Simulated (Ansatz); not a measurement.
**CsSe4Cl (built on the sites of a database entry of CsClO4): a soft mode frozen in**

Aim: this structure of CsSe4Cl (built on the sites of a database entry of CsClO4) is to be tested for unstable modes, and one is followed downhill.

Calculated with Ansatz 0.2.0; DFT PBEsol, scalar-relativistic, plane waves, PAW.

Report form: the programs' logs are mostly left out.

The structure was built from a prototype and need not be the compound's stable phase.

**1. Set-up**

The structure is cubic, space group F-43m (No. 216). The conventional cell has a = 9.832 Å, b = 9.832 Å, c = 9.832 Å, α = 90.00°, β = 90.00°, γ = 90.00°. Nearest to Cs lie 12 Se at 4.02 Å. Nearest to Cl lie 4 Se at 2.57 Å. Nearest to Se lie 1 Cl at 2.57 Å and 3 Se at 2.75 Å and 3 Cs at 4.02 Å. Farther neighbours and most contacts between anions are not listed.

**2. The dispersion**

The cell comes from relaxations at this level that are not shown. Stability and thermal properties need the whole zone. Linear response on a 2×2×2 q mesh gives force constants as far as a supercell of that size would.

Input file input.yaml:

```yaml
crystal:
  lattice:
    - [0.0, 4.9159952897, 4.9159952897]
    - [4.9159952897, 0.0, 4.9159952897]
    - [4.9159952897, 4.9159952897, 0.0]
  atoms:
    - { symbol: Cs, position: [0.5, 0.5, 0.5] }
    - { symbol: Cl, position: [0.0, 0.0, 0.0] }
    - { symbol: Se, position: [0.1512066266, 0.1512066266, 0.1512066266] }
    - { symbol: Se, position: [0.5463801201, 0.1512066266, 0.1512066266] }
    - { symbol: Se, position: [0.1512066266, 0.1512066266, 0.5463801201] }
    - { symbol: Se, position: [0.1512066266, 0.5463801201, 0.1512066266] }
kpoints:
  mp_grid: { grid: [6, 6, 6] }
hamiltonian:
  xc: pbesol
scf:
  occupations: { method: methfessel_paxton, width: 0.2 }
output:
  eigenvalues: true
phonons:
  method: dfpt
  qmesh: [2, 2, 2]
  temperatures: { t_max: 1000, t_step: 50 }
  qpath:
    path:
      - [[0.0, 0.0, 0.0], [-0.5, -0.5, 0.0], [-0.375, -0.375, 0.25]]
      - [[-0.375, 0.0, 0.375], [0.0, 0.0, 0.0], [0.0, 0.0, 0.5], [-0.5, -0.25, 0.25], [-0.5, -0.5, 0.0]]
    npoints: 10
```

On the command line:

```sh
> ansatz run input.yaml --threads 8 --pin off --max-ram 14336MiB --backend cpu --events-out ev --progress --plain --runs-dir out
```

Run time: 2 min. Hardware: 8 threads of Intel Xeon Platinum 8488C (Sapphire Rapids), shared host; peak memory 3.5 GiB; 15 min of CPU time.

Numbers from this step:

```yaml
volume_per_atom: 39.60 Å³
gap_on_the_k_mesh: 0 eV
sum_rule_residual_before_enforcement: 7.95e-5 eV/Å²
lowest_frequency_on_the_path: -162.6 cm⁻¹
point_group: -43m
highest_frequency_on_the_path_or_at_a_solved_wavevector: 229.6 cm⁻¹
highest_optical_mode_at_the_zone_centre_no_lo_to_term: 229.6 cm⁻¹
lowest_optical_zone_centre_mode: -129.0 cm⁻¹
lowest_mode_on_the_q_mesh_acoustic_modes_at_gamma_apart: -162.6 cm⁻¹
```

Frequencies (cm⁻¹) solved at each irreducible wavevector; negative means imaginary. Frequencies by wavevector, by row:

```tsv
q in reciprocal lattice units	star	mode 1	mode 2	mode 3	mode 4	mode 16	mode 17	mode 18
0 0 0	1	-129	-129	-129	-110.7	149.2	149.2	229.6
0 0 -0.5	4	-154.7	-140.9	-140.9	-100.4	144.4	146.5	225.3
0 -0.5 -0.5	3	-162.6	-162.6	-130.6	-107.9	142.8	153.1	226.3
```

Interpolated from a 2×2×2 q mesh. The phonon branches at the labelled points (cm⁻¹):

```tsv
point	branch 1	branch 2	branch 3	branch 4	branch 15	branch 16	branch 17	branch 18
Γ	-129	-129	-129	-111	149	149	149	230
halfway	-147	-147	-129	-109	146	146	153	227
X	-163	-163	-131	-108	143	143	153	226
halfway	-162	-161	-132	-107	138	143	157	225
U	-162	-156	-136	-104	132	143	161	224
jump to K	-162	-156	-136	-104	132	143	161	224
halfway	-148	-140	-135	-106	141	147	154	226
Γ	-129	-129	-129	-111	149	149	149	230
halfway	-143	-135	-135	-106	147	147	149	227
L	-155	-141	-141	-100	144	144	146	225
halfway	-158	-148	-139	-101	133	144	159	224
W	-160	-157	-137	-102	129	143	163	223
halfway	-161	-160	-134	-106	135	143	159	225
X	-163	-163	-131	-108	143	143	153	226
```

Symmetry leaves 3 wavevectors to solve. The lowest mode among them, the acoustic zeros apart, lies at q = (0, -0.5, -0.5) and is imaginary, 162.6i cm⁻¹, so the energy falls along it.

**3. The mode frozen in, largest atomic shift 0 Å**

The mode followed lies at q = (0, -0.5, -0.5) with frequency 162.6i cm⁻¹ and is 2-fold degenerate, the softest among the wavevectors solved. At small amplitude the distorted cell has space group no. 31 by a symmetry search on the positions. The undistorted cell that holds it gives the zero of energy on the same k mesh.

System of this step: CsSe4Cl (built on the sites of a database entry of CsClO4). It takes space group F-43m (No. 216, cubic). Conventional cell: a = 9.832 Å, b = 9.832 Å, c = 9.832 Å, α = 90.00°, β = 90.00°, γ = 90.00°. Nearest to Cs lie 12 Se at 4.02 Å. Nearest to Cl lie 4 Se at 2.57 Å. Nearest to Se lie 1 Cl at 2.57 Å and 3 Se at 2.75 Å and 3 Cs at 4.02 Å. Farther neighbours and most contacts between anions are not listed.

Input file input.yaml:

```yaml
crystal:
  lattice:
    - [0.0, -4.9159952897, -4.9159952897]
    - [0.0, 4.9159952897, -4.9159952897]
    - [9.8319905794, 0.0, 0.0]
  atoms:
    - { symbol: Cs, position: [0.5, 0.5, 0.0] }
    - { symbol: Cs, position: [0.0, 0.0, 0.5] }
    - { symbol: Cl, position: [0.5, 0.5, 0.5] }
    - { symbol: Cl, position: [0.0, 0.0, 0.0] }
    - { symbol: Se, position: [0.1975867467, 0.5, 0.6512066266] }
    - { symbol: Se, position: [0.6975867467, 0.0, 0.1512066266] }
    - { symbol: Se, position: [0.8024132533, 0.5, 0.6512066266] }
    - { symbol: Se, position: [0.3024132533, 0.0, 0.1512066266] }
    - { symbol: Se, position: [0.0, 0.6975867467, 0.8487933734] }
    - { symbol: Se, position: [0.5, 0.1975867467, 0.3487933734] }
    - { symbol: Se, position: [0.0, 0.3024132533, 0.8487933734] }
    - { symbol: Se, position: [0.5, 0.8024132533, 0.3487933734] }
kpoints:
  mp_grid: { grid: [6, 6, 4] }
hamiltonian:
  xc: pbesol
scf:
  occupations: { method: methfessel_paxton, width: 0.2 }
output:
  forces: true
  stress: true
  eigenvalues: true
```

Wall time 10 s (8 threads); peak memory 2.4 GiB; 78 s of CPU time.

This step gave:

```yaml
pressure: -2.58e-4 GPa
energy_from_the_undistorted_cell: 0 meV/atom
```

The run ends at a pressure of 0.00 GPa, with forces up to 0.0012 eV/Å.

**4. The mode frozen in, largest atomic shift 0.22 Å**

The atoms are moved along the unstable eigenvector, the largest shift by 0.22 Å, with the cell fixed.

Input file input.yaml:

```yaml
crystal:
  lattice:
    - [0.0, -4.9159952897, -4.9159952897]
    - [0.0, 4.9159952897, -4.9159952897]
    - [9.8319905794, 0.0, 0.0]
  atoms:
    - { symbol: Cs, position: [0.5005275043, 0.5, 0.0] }
    - { symbol: Cs, position: [-0.0005275043, 0.0, 0.5] }
    - { symbol: Cl, position: [0.5267939286, 0.5, 0.5] }
    - { symbol: Cl, position: [-0.0267939286, 0.0, 0.0] }
    - { symbol: Se, position: [0.1821220417, 0.5, 0.6707285117] }
    - { symbol: Se, position: [0.7130514518, 0.0, 0.1316847415] }
    - { symbol: Se, position: [0.7869485482, 0.5, 0.6316847415] }
    - { symbol: Se, position: [0.3178779583, 0.0, 0.1707285117] }
    - { symbol: Se, position: [0.0196352714, 0.6975867467, 0.8487933734] }
    - { symbol: Se, position: [0.4803647286, 0.1975867467, 0.3487933734] }
    - { symbol: Se, position: [0.0196352714, 0.3024132533, 0.8487933734] }
    - { symbol: Se, position: [0.4803647286, 0.8024132533, 0.3487933734] }
kpoints:
  mp_grid: { grid: [6, 6, 4] }
hamiltonian:
  xc: pbesol
scf:
  occupations: { method: methfessel_paxton, width: 0.2 }
output:
  forces: true
  stress: true
  eigenvalues: true
```

Wall time 20 s (8 threads); peak memory 2.9 GiB; 2.6 min of CPU time.

Numbers from this step:

- pressure: 1.116 GPa
- energy from the undistorted cell: -62.51 meV/atom

The energy, extrapolated to zero smearing, is -62.51 meV/atom against the undistorted cell.

The run ends at a pressure of 1.12 GPa, with forces up to 0.87 eV/Å.

**5. Energy along the mode, all amplitudes (two of the runs are shown above)**

An imaginary frequency means negative curvature, so the energy should fall and then rise again as anharmonic terms take over.

Numbers from this step:

```
depth at the lowest point sampled  : 62.51 meV/atom
largest atomic shift at that point : 0.22 Å
```

Energy from the parent against largest atomic shift:

```tsv
largest atomic shift (Å)	energy from the parent (meV/atom)
0.000	0
0.040	-3.12
0.080	-12.0
0.140	-33.1
0.220	-62.5
0.320	-59.9
0.450	137
```

Displacement at unit largest shift by atom:

```tsv
atom	x (Å)	y (Å)	z (Å)	size
Cs1	0.000	-0.012	-0.012	0.017
Cs2	0.000	0.012	0.012	0.017
Cl3	0.000	-0.599	-0.599	0.847
Cl4	0.000	0.599	0.599	0.847
Se5	0.872	0.346	0.346	1.000
Se6	-0.872	-0.346	-0.346	1.000
Se7	-0.872	0.346	0.346	1.000
Se8	0.872	-0.346	-0.346	1.000
Se9	0.000	-0.439	-0.439	0.621
Se10	0.000	0.439	0.439	0.621
Se11	0.000	-0.439	-0.439	0.621
Se12	0.000	0.439	0.439	0.621
```

The lowest of the steps tried is at 0.22 Å, 62.5 meV/atom below the parent; the bottom of the well need not coincide with a step.

**6. Relaxation from the frozen mode**

Starting from the lowest point found, all atoms and the cell are let go, so that strain and other modes of the same symmetry can join in.

input.yaml, as its differences from that of step 4:

```diff
@@ -28 +28,6 @@
   eigenvalues: true
+relax:
+  adjacent_minimum: "off"
+  f_tol: 0.002
+  max_steps: 120
+  cell: { stress_tol: 0.03 }
```

Run time: 10 min. Hardware: 8 threads; peak memory 3.2 GiB.

The steps of the relaxation (22 of 28):

```tsv
step	energy less that of the first step (eV)	largest force component (eV/Å)	pressure (GPa)	volume (Å³)
1	0.0000	0.8630	1.12	475.22
2	-0.6450	0.6144	0.24	496.83
4	-1.5839	0.3928	-0.35	535.28
5	-1.9245	0.2117	-0.56	536.09
6	-2.1718	0.2095	-0.63	525.42
7	-2.4587	0.2246	-0.34	509.98
9	-3.0979	0.2234	0.07	479.91
10	-3.0297	0.8240	0.72	469.71
11	-3.2031	0.1781	-0.21	478.53
13	-3.3667	0.0735	-0.33	467.37
14	-3.4516	0.1376	-0.18	446.08
15	-3.5073	0.2283	-0.43	423.55
16	-3.6027	0.1342	-0.19	403.86
18	-3.6934	0.0603	0.23	385.09
19	-3.6502	0.3127	-0.05	389.29
20	-3.7077	0.0297	0.03	391.09
22	-3.7099	0.0220	0.00	392.87
23	-3.7105	0.0144	-0.03	393.14
24	-3.7110	0.0055	-0.01	392.71
25	-3.7111	0.0025	-0.01	392.25
27	-3.7111	0.0010	0.00	392.10
28*	-3.7077	0.0013	0.00	392.10
```

Relaxation steps marked * repeat the geometry before them on a plane-wave basis chosen anew for their cell, so energy and pressure can jump there. Other such steps can lie between the rows shown. Relaxation steps 10, 19, 26 were tried and not accepted.

The run keeps the 4 symmetry operations that it works with, so distortions that break them were not tested.

```tsv
conventional cell, symmetrised	before	after	change
a (Å)	6.952	6.748	-2.9 %
b (Å)	6.952	6.361	-8.5 %
c (Å)	9.832	9.135	-7.1 %
volume (Å³/atom)	39.60	32.67	-17.5 %
```

The atoms that moved most (Å, as changes of fractional coordinates times the final cell):

```tsv
atom	dx	dy	dz	length
Se12	-0.621	0.839	1.973	2.232
Se10	-0.621	1.973	0.839	2.232
Se9	-0.621	-0.839	-1.973	2.232
Se11	-0.621	-1.973	-0.839	2.232
Cs1	0.840	-0.744	-0.744	1.346
Cs2	0.840	0.744	0.744	1.346
Cl4	-0.045	0.703	0.703	0.995
Cl3	-0.045	-0.703	-0.703	0.995
```

Final coordinates:

```xyz
12
Lattice="0.0000 -4.4982 -4.4982 0.0000 4.7712 -4.7712 9.1346 0.0000 0.0000" Properties=species:S:1:pos:R:3 pbc="T T T"
Cs    0.8402   -0.6098   -5.3810
Cs    5.4075    0.7463    0.7463
Cl    4.5221   -0.6871   -5.4584
Cl   -0.0452    0.8237    0.8237
Se    5.9147    1.2835   -3.4877
Se    1.8622   -2.7491   -2.7491
Se    6.4295   -1.6126   -6.3839
Se    1.3474   -1.1470   -1.1470
Se    7.1323    2.4012   -5.3900
Se    2.5650    0.7553   -2.2647
Se    7.1323   -0.6188   -2.3700
Se    2.5650    2.5066   -4.0159
```

This step gave:

```yaml
pressure: -7.35e-4 GPa
volume_per_atom: 32.67 Å³
gap_on_the_k_mesh: 0.4631 eV
```

The distorted start has space group Pmn2_1; the relaxation ends in Pmn2_1.

**7. Outcome**

| Property | Result |
| --- | --- |
| unstable mode of the parent | q = (0, -0.5, -0.5), 163i cm⁻¹ |
| depth at the lowest point sampled | 62.5 meV/atom |
| largest atomic shift at that point | 0.22 Å |
| space group reached (within 0.01 Å) | Pmn2_1 |
| energy gained over the parent (first relaxation, on the mesh of the frozen mode) | 372 meV/atom |
| volume per atom, phase reached | 32.7 Å³ |
| gap on the k-mesh, phase reached | 0.463 eV |

In words: From this start the structure relaxes into Pmn2_1, 372 meV/atom below the parent. At the parent's cell the well is 62.51 meV/atom deep on the steps tried, with its lowest point at a shift of 0.22 Å. Relaxing atoms and cell changes the gain by +309.77 meV/atom against the lowest step (energies at zero smearing). Most of the total comes from this relaxation. The frozen pattern makes up only 15 % of the final shifts of the atoms, so other modes or strain give most of the change. The modes of the phase reached were not computed on this path. Each path keeps the symmetry of its pattern, so a lower phase may lie along a pattern not tried. With no gap, or one that is small against the smearing, the frequencies hang on the k mesh and the smearing, most of all near Kohn anomalies. The volume moved by more than a tenth on the k mesh of the start, so the energy gain is rough. A semilocal functional can close a gap that the real compound would have, so the metallic treatment may be an artefact of the level. Spin-orbit coupling is left out, which can matter for the heavy elements here. A phonon run warned that its eigensolver left some bands unconverged in a pass. The starting cell was built on a prototype and not taken from a measurement, so the phase need not exist.

[Logs are printed without paths, hosts, clocks, repeated set-up lines and the standing remarks that a program may print on its own settings, such as how far it seeks lower states.]

[Hosts, paths, dates, database ids (printed as entryN), source tags and the programs' standing remarks are cut or masked in the printed files.]
